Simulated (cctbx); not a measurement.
**What resolution and counting buy: NaNd2TlS5N2O2**

Space group P2_1/c (no. 14), a = 13.0270 Å, b = 7.5500 Å, c = 12.6040 Å, α = 90.00°, β = 118.11°, γ = 90.00°.

```csv
atom,mult.,x,y,z,Ueq (Å²)
Tl1,4,0.9778,0.4378,0.2351,0.0072
Nd1,4,0.6842,0.0879,0.0936,0.0094
Nd2,4,0.4833,0.4642,0.1820,0.0088
S1,4,0.8926,0.1626,0.0554,0.0113
S2,4,0.6757,0.2576,0.3691,0.0101
S3,4,0.4745,0.1223,0.0982,0.0108
S4,4,0.6512,0.4631,0.0900,0.0150
S5,4,0.3506,0.2548,0.2766,0.0123
Na1,4,0.8940,0.7595,0.4577,0.0144
O1,4,0.8164,0.7383,0.1328,0.0116
O2,4,0.8659,0.1519,0.3413,0.0169
N1,4,0.2911,0.1569,0.3516,0.0177
N2,4,0.8186,0.2484,0.4181,0.0176
```

This is a model crystal, built by substitution and not relaxed, with assumed displacement parameters.

Five simulated data sets (cctbx; Ag Kα, λ = 0.56087 Å; 1.5 % proportional error) differ in resolution or exposure (noise floor 4 counts in the first three, 8 in the last two). Each is refined with the right model, isotropic at 1.1 Å and anisotropic otherwise. How do the figures of merit and the uncertainties move?

| d min (Å) | top counts | ⟨I/σ⟩ (unmerged, absences included) | unique | param. (scale apart) | Rint | R1 | GooF | largest s.u. xyz (fractional) | s.u. U of N1 (Å²) | largest error (Å) |
| --- | --- | --- | --- | --- | --- | --- | --- | --- | --- | --- |
| 1.1 | 5000 | 11.2 | 780 | 52 | 0.035 | 0.0239 | 0.98 | 0.00187 | 0.0039 | 0.0291 |
| 0.84 | 5000 | 9.2 | 1774 | 117 | 0.043 | 0.0273 | 0.94 | 0.00133 | 0.0052 | 0.0130 |
| 0.6 | 5000 | 6.6 | 4904 | 117 | 0.057 | 0.0363 | 0.95 | 0.00100 | 0.0031 | 0.0184 |
| 0.75 | 300 | 1.0 | 2493 | 117 | 0.422 | 0.1440 | 0.95 | 0.02104 | 0.0339 | 0.1686 |
| 0.75 | 3000 | 5.3 | 2493 | 117 | 0.079 | 0.0442 | 0.95 | 0.00198 | 0.0067 | 0.0221 |

The number of reflections grows roughly as 1/d³: 780, 1774 and 4904 here. R1 follows the noise rather than the truth: at 300 counts it is 0.1440, at 3000 counts 0.0442, while GooF is 0.95 and 0.95: the weights 1/σ² carry the noise. The s.u. of U (U11 where anisotropic) for N1 goes 0.0039, 0.0052, 0.0031 Å² with resolution and 0.0339, 0.0067 Å² with exposure.

Hardware for the 0.6 Å refinement: 0.48 s on 1 thread of Arm Neoverse V2, with other jobs on the host, peak memory 0.1 GiB.

[Logs are printed without paths, hosts, clocks, repeated set-up lines and the standing remarks that a program may print on its own settings, such as how far it seeks lower states.]
